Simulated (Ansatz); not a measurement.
# 1T-TaO2 monolayer in a perpendicular field

What dipole does a perpendicular field induce in the 1T-TaO2 monolayer? A positive field points along +c.

Method: plane-wave DFT, PBE-D3(BJ), Ansatz PAW, in Ansatz 0.2.0.

Most raw output is cut from this account.

## 1. Starting point

The cell holds 3 atoms: 2 O and 1 Ta. Cell: a = 3.184 Å, b = 3.184 Å, c = 35.953 Å, α = 90.0°, β = 90.0°, γ = 120.0°. Vacuum lies along c.

## 2. Relaxation

The starting cell is a guess, so the in-plane lattice and the atoms are relaxed first, with the slab cut off from its images along the normal.

Input file input.yaml:

```yaml
crystal:
  lattice:
    - [3.18449, 0.0, 0.0]
    - [-1.592245, 2.7578492381, 0.0]
    - [0.0, 0.0, 35.9525696572]
  atoms:
    - { symbol: O, position: [0.6666666667, 0.3333333333, 0.4658915944] }
    - { symbol: Ta, position: [0.0, 0.0, 0.5], spin: 1.0 }
    - { symbol: O, position: [0.3333333333, 0.6666666667, 0.5341084056] }
  periodic: [true, true, false]
magnetization:
  spin_polarized: true
kpoints:
  mp_grid: { grid: [12, 12, 1] }
hamiltonian:
  xc: pbe
  dispersion: d3bj
scf:
  occupations: { method: fermi_dirac, width: 0.05 }
  convergence: { dr2_threshold: 1.0e-09 }
relax:
  f_tol: 0.004
  max_steps: 90
  cell: {}
output:
  write_potential: true
  write_density: true
  volumetric_format: npy
```

On the command line:

```bash
> ansatz run input.yaml --threads 2 --pin off --max-ram 3072MiB --backend cpu --events-out ev --progress --plain --runs-dir out
```

Elapsed: 64 s, on 2 threads of Arm Neoverse V2, shared host; peak memory 0.65 GiB.

The steps of the relaxation:

```
step  energy less that of the first step (eV)  largest force component (eV/Å)  volume (Å³)
   1                                   0.0000                          2.7144       315.75
   2                                  -0.6505                          0.5712       301.36
   3                                  -0.7181                          0.1498       296.21
   4                                  -0.4417                          1.9422       266.94
   5                                  -0.7416                          0.0141       290.13
   6                                  -0.7458                          0.0104       287.30
   7                                  -0.7460                          0.0007       287.04
  8*                                  -0.7376                          0.0005       287.04
   9                                  -0.7382                          0.0015       286.33
 10*                                  -0.7378                          0.0014       286.33
```

Relaxation steps marked * repeat the geometry before them on a plane-wave basis chosen anew for their cell, so energy and pressure can jump there. Relaxation step 4 was tried and not accepted.

Forces are held to the 12 operations that the run works with; a distortion that breaks them can't arise in this run.

| cell as run | before | after | change |
| --- | --- | --- | --- |
| a (Å) | 3.184 | 3.033 | -4.8 % |
| b (Å) | 3.184 | 3.033 | -4.8 % |

The atoms that moved most (Å, along periodic axes as changes of fractional coordinates times the final cell, across vacuum about the mean position):

```csv
atom,dx,dy,dz,length
O3,0.000,0.000,-0.103,0.103
O1,0.000,0.000,0.103,0.103
```

The relaxed structure:

```xyz
3
Lattice="3.0325 0.0000 0.0000 -1.5163 2.6262 0.0000 0.0000 0.0000 35.9526" Properties=species:S:1:pos:R:3
O     1.5163    0.8754   16.8526
Ta    0.0000    0.0000   17.9763
O     0.0000    1.7508   19.0999
```

This step gave:

| Quantity | Value |
| --- | --- |
| energy at zero smearing | -11069.4872 eV |

The lattice constant a goes from 3.184 to 3.033 Å.

## 3. Atoms held, field 0

A sawtooth potential applies the field, turning back in the middle of the vacuum. With the dipole correction the typed value is the field outside the slab. The induced dipole is small, so the SCF threshold is tight.

The cell differs from the one that the last finished run ended in (c 35.953 → 20.247 Å).

Input file input.yaml:

```yaml
crystal:
  lattice:
    - [3.0325201553, 0.0, 0.0]
    - [-1.5162600777, 2.626239492, 0.0]
    - [0.0, 0.0, 20.2472938226]
  atoms:
    - { symbol: O, position: [0.6666666667, 0.3333333333, 0.4445038472] }
    - { symbol: Ta, position: [0.0, 0.0, 0.5] }
    - { symbol: O, position: [0.3333333333, 0.6666666667, 0.5554961528] }
kpoints:
  mp_grid: { grid: [18, 18, 1] }
  band_path:
    path: [[0, 0, 0], [0.5, 0, 0], [0.33333333, 0.33333333, 0], [0, 0, 0]]
    npoints: 16
hamiltonian:
  xc: pbe
  dispersion: d3bj
scf:
  occupations: { method: fermi_dirac, width: 0.02585 }
  convergence: { dr2_threshold: 1.0e-10 }
efield:
  axis: 3
  dipole_correction: true
  ramp_position: 0.97
  ramp_width: 0.06
  amplitude: 0
output:
  dos: { projected: true, e_range: [-6, 5] }
  write_potential: true
  write_density: true
  volumetric_format: npy
  elf: true
```

Run time: 7 s. Hardware: 2 threads; peak memory 0.43 GiB; 14 s of CPU time.

This step gave:

| Item | Value |
| --- | --- |
| energy at zero smearing | -11069.4900 eV |
| work function, upper face | 5.084 eV |
| dipole along the normal | 1.88e-7 e·Å |

Running mean over a fixed 2.7 Å (it still follows the layers) of the planar mean; the ramp of the sawtooth is left out. The electron's electrostatic potential energy less the Fermi level by z:

z (Å), electron's electrostatic potential energy less the Fermi level (eV) and a bar from the least value:
```
      3.0        5.1 ##############################
      3.5        5.1 ##############################
      4.0        5.1 ##############################
      4.5        5.1 ##############################
      5.0        5.1 ##############################
      5.5        5.1 ##############################
      6.0        5.1 ##############################
      6.5        5.0 ##############################
      7.0        4.9 ##############################
      7.5        3.6 ############################
      8.0        0.8 #######################
      8.5       -3.0 #################
      9.0       -7.9 ##########
      9.5      -11.8 ###
     10.0      -13.9 
     10.5      -13.1 #
     11.0      -10.0 ######
     11.5       -5.4 ##############
     12.0       -0.9 #####################
     12.5        2.3 ##########################
     13.0        4.4 #############################
     13.5        5.0 ##############################
     14.0        5.1 ##############################
     14.5        5.1 ##############################
     15.0        5.1 ##############################
     15.5        5.1 ##############################
     16.0        5.1 ##############################
     16.5        5.1 ##############################
     17.0        5.1 ##############################
```

The density of states has structure finer than the step of the table below, so its rows give means over 0.2 eV, whole bins alone (the curve runs from -6 to 1.99 eV). Peaks (eV: height): -5.72: 8.30, -5.61: 6.50, -5.39: 10.0, -4.76: 4.07, -4.54: 6.17, -4.04: 8.51, 0.09: 4.58.

Table of density of states by energy, zero at the Fermi level; means over each step:

```
energy (eV)  density of states (states/eV a cell)
       -5.8                                  3.72
       -5.6                                  4.14
       -5.4                                  3.45
       -5.2                                  1.51
       -5.0                                  1.66
       -4.8                                  2.99
       -4.6                                  3.79
       -4.4                                  2.73
       -4.2                                  2.92
       -4.0                                  2.30
       -3.8                                     0
       -3.6                                     0
       -3.4                                     0
       -3.2                                     0
       -3.0                                     0
       -2.8                                     0
       -2.6                                     0
       -2.4                                     0
       -2.2                                     0
       -2.0                                     0
       -1.8                                     0
       -1.6                                     0
       -1.4                                     0
       -1.2                                     0
       -1.0                                     0
       -0.8                                0.0497
       -0.6                                  1.11
       -0.4                                  1.33
       -0.2                                  1.53
        0.0                                  2.25
        0.2                                  2.07
        0.4                                  1.14
        0.6                                  1.10
        0.8                                  1.75
        1.0                                  1.25
        1.2                                  1.15
        1.4                                  1.29
        1.6                                  1.81
        1.8                                  2.18
```

Projected DOS per atom over height of the atomic layer and energy from the Fermi level. Layers: O Ta O from below.

Ten even steps from '0' (0.00 states/eV) to '9' (1.66 states/eV), each cell a mean:
```
191
050
050
060
060
191
151
020
000
000
000
000
000
000
000
000
505
909
818
414
828
848
```
Columns: height of the atomic layer (Å) from 9 to 11.2; rows upwards: energy from the Fermi level (eV) from -5.96 to 1.96.

The electronic bands at the labelled points (eV, zero at the Fermi level):

| point | band 9 | band 10 | band 11 | band 12 | band 13 | band 14 | band 15 | band 16 |
| --- | --- | --- | --- | --- | --- | --- | --- | --- |
| Γ | -7.26 | -4.57 | -4.07 | -4.07 | 0.16 | 0.16 | 1.64 | 2.77 |
| halfway | -6.73 | -6.06 | -4.72 | -4.04 | -0.26 | 1.47 | 1.85 | 3.95 |
| M | -5.97 | -5.91 | -4.63 | -4.52 | -0.72 | 2.52 | 2.78 | 5.54 |
| halfway | -5.85 | -5.56 | -5.49 | -4.60 | -0.03 | 2.06 | 2.19 | 5.68 |
| K | -6.82 | -5.44 | -5.44 | -4.80 | 0.97 | 1.47 | 1.47 | 5.75 |
| halfway | -6.78 | -5.69 | -5.37 | -4.04 | 0.35 | 0.71 | 2.42 | 4.56 |
| Γ | -7.26 | -4.57 | -4.07 | -4.07 | 0.16 | 0.16 | 1.64 | 2.77 |

Electrostatic potential energy in the ca plane at fractional y = 0.000, with atoms of Ta within 0.2 Å of it. With pseudopotentials it is smooth inside the atoms' cores, unlike the true potential.

Ten even steps from '0' (-41 eV) to '9' (4 eV), each cell a mean:
```
99999999999999999999850000379999999999999999
99999999999999999999863102689999999999999999
99999999999999999999987556789999999999999999
99999999999999999999988778889999999999999999
99999999999999999999987777889999999999999999
99999999999999999999875324789999999999999999
99999999999999999999851000479999999999999999
99999999999999999999840000378999999999999999
```
Columns run along c (16.0 Å, from fractional 0.08 to 0.87 of the cell; values clipped at the 3rd and 97th percentile), rows up along a (3.0 Å). Atoms in or near the plane, at fractional coordinates: Ta at (0.50, 0.00).

Valence density in the ca plane at fractional y = 0.000, with atoms of Ta within 0.2 Å of it. It is the smooth field of the valence electrons, not physical close to the nuclei.

Ten steps, logarithmic in the rise over the least value, from '0' (0.0 e/Å³) to '9' (4.3 e/Å³), each cell a mean:
```
00000000000000000001358999732100000000000000
00000000000000000012347887532100000000000000
00000000000000000013445555543200000000000000
00000000000000000013555444554210000000000000
00000000000000000013455444554210000000000000
00000000000000000012345776543100000000000000
00000000000000000001358998632100000000000000
00000000000000000001369999732100000000000000
```
Columns run along c (16.0 Å, from fractional 0.08 to 0.87 of the cell), rows up along a (3.0 Å). Atoms in or near the plane, at fractional coordinates: Ta at (0.50, 0.00).

ELF in the ca plane at fractional y = 0.000, with atoms of Ta within 0.2 Å of it. It is the smooth field of the valence electrons, not physical close to the nuclei.

Values, 5 rows by 16 columns, each cell a mean:
```
0.00 0.00 0.00 0.00 0.00 0.00 0.02 0.15 0.56 0.44 0.08 0.01 0.00 0.00 0.00 0.00
0.00 0.00 0.00 0.00 0.00 0.00 0.12 0.40 0.27 0.31 0.33 0.04 0.00 0.00 0.00 0.00
0.00 0.00 0.00 0.00 0.00 0.01 0.20 0.59 0.26 0.45 0.48 0.06 0.00 0.00 0.00 0.00
0.00 0.00 0.00 0.00 0.00 0.00 0.08 0.28 0.39 0.31 0.23 0.02 0.00 0.00 0.00 0.00
0.00 0.00 0.00 0.00 0.00 0.00 0.02 0.16 0.49 0.47 0.06 0.00 0.00 0.00 0.00 0.00
```
Columns run along c (16.0 Å, from fractional 0.08 to 0.87 of the cell), rows up along a (3.0 Å). Atoms in or near the plane, at fractional coordinates: Ta at (0.50, 0.00).

The work function of the upper face is 5.08 eV.

## 4. Single point, field 0.1 V/Å

input.yaml, as its differences from that of step 3:

```diff
@@ -25,5 +25,4 @@
   ramp_width: 0.06
-  amplitude: 0
+  amplitude: 0.1
 output:
-  dos: { projected: true, e_range: [-6, 5] }
   write_potential: true
@@ -31,2 +30 @@
   volumetric_format: npy
-  elf: true
```

It took 7.7 s on 2 threads; peak memory 0.41 GiB.

The dipole is 0.0141 e·Å.

## 5. Atoms held, field -0.1 V/Å

input.yaml, as its differences from that of step 4:

```diff
@@ -25,3 +25,3 @@
   ramp_width: 0.06
-  amplitude: 0.1
+  amplitude: -0.1
 output:
```

It took 7.7 s on 2 threads; peak memory 0.41 GiB.

The dipole is -0.0141 e·Å.

## 6. Response, atoms held

This step: plane-wave DFT, PBE-D3(BJ), Ansatz PAW; response to a field along the normal, atoms held (Ansatz 0.2.0).

The dipoles give the slope, and the difference of two potentials shows where the field is screened.

Numbers from this step:

- equivalent conductor thickness p/(ε₀AE): 3.214 Å
- distance between the outer atoms: 2.247 Å

Table of dipole of the cell by applied field:

```
applied field (V/Å)  dipole of the cell (e·Å)
            -0.1000                   -0.0141
             0.0000                    1.9e-7
             0.1000                    0.0141
```

Local field over the applied field, running mean. From the potentials at -0.1 and 0.1 V/Å; running mean over 2.5 Å. Table of local field over applied field by z:

```csv
z (Å),local field over applied field
4.08,1.000
4.50,1.000
4.92,1.000
5.34,0.999
5.76,0.996
6.19,0.990
6.61,0.971
7.03,0.925
7.45,0.835
7.87,0.711
8.30,0.568
8.72,0.424
9.14,0.294
9.56,0.191
9.98,0.144
10.26,0.144
10.69,0.191
11.11,0.294
11.53,0.424
11.95,0.568
12.37,0.711
12.80,0.835
13.22,0.925
13.64,0.971
14.06,0.990
14.48,0.996
14.90,0.999
15.33,1.000
15.75,1.000
16.17,1.000
```

Electrons, planar mean, per unit field. Induced electron density against z:

```
z (Å)  induced electron density (e/Å³ per V/Å)
 4.08                                   1.3e-7
 4.36                                   2.8e-7
 4.78                                   8.6e-7
 5.06                                   1.9e-6
 5.34                                   3.9e-6
 5.76                                   1.2e-5
 6.05                                   2.6e-5
 6.33                                   5.5e-5
 6.75                                   1.6e-4
 7.03                                   3.3e-4
 7.31                                   6.4e-4
 7.73                                  0.00162
 8.01                                  0.00272
 8.30                                  0.00375
 8.72                                  0.00254
 9.00                                  0.00153
 9.28                                  0.00168
 9.70                                  -1.6e-4
 9.98                                  -1.1e-4
10.26                                   1.1e-4
10.55                                   1.6e-4
10.97                                 -0.00168
11.25                                 -0.00153
11.53                                 -0.00254
11.95                                 -0.00375
12.23                                 -0.00272
12.51                                 -0.00162
12.94                                  -6.4e-4
13.22                                  -3.3e-4
13.50                                  -1.6e-4
13.92                                  -5.5e-5
14.20                                  -2.6e-5
14.48                                  -1.2e-5
14.90                                  -3.9e-6
15.19                                  -1.9e-6
15.47                                  -8.7e-7
15.89                                  -2.8e-7
16.17                                  -1.3e-7
```

By hand: between -0.1 and 0.1 V/Å the dipole changes by 0.02829 e·Å, a slope of 0.1415 e·Å²/V. A perfect conductor of thickness t has p = ε₀AEt, so t = 180.95 × 0.1415 / 7.964 = 3.21 Å (e/ε₀ = 180.95 V·Å, A in Å²).

The induced dipole is that of a conductor 3.21 Å thick.

## 7. What came out

```
gap without field                          : none
work function, upper face                  : 5.08 eV
equivalent conductor thickness, atoms held : 3.21 Å
```

What this shows: The induced dipole equals that of a perfect conductor 3.21 Å thick, while the outer atoms lie 2.25 Å apart. There is no gap over 0.03 eV, with or without the field. The first relaxation ran with spin and lost its moment, and the later runs have none; other magnetic states were not tried. Spin-orbit coupling is left out, which matters for the bands of elements this heavy.

[Logs are printed without paths, hosts, clocks, repeated set-up lines and the standing remarks that a program may print on its own settings, such as how far it seeks lower states.]

[Hosts, paths, dates, database ids (printed as entryN), source tags and the programs' standing remarks are cut or masked in the printed files.]

[Maps of the electrostatic potential energy from Ansatz leave out the sawtooth potential of an applied field or a dipole correction, so their vacuum need not be flat; planar profiles and work functions include it.]

[The density of states shown here was stored with 400 of the rows of the run's finer table, so its peaks can read low, often by over a quarter, or be missed, and its means over a window can be off by a tenth or more.]
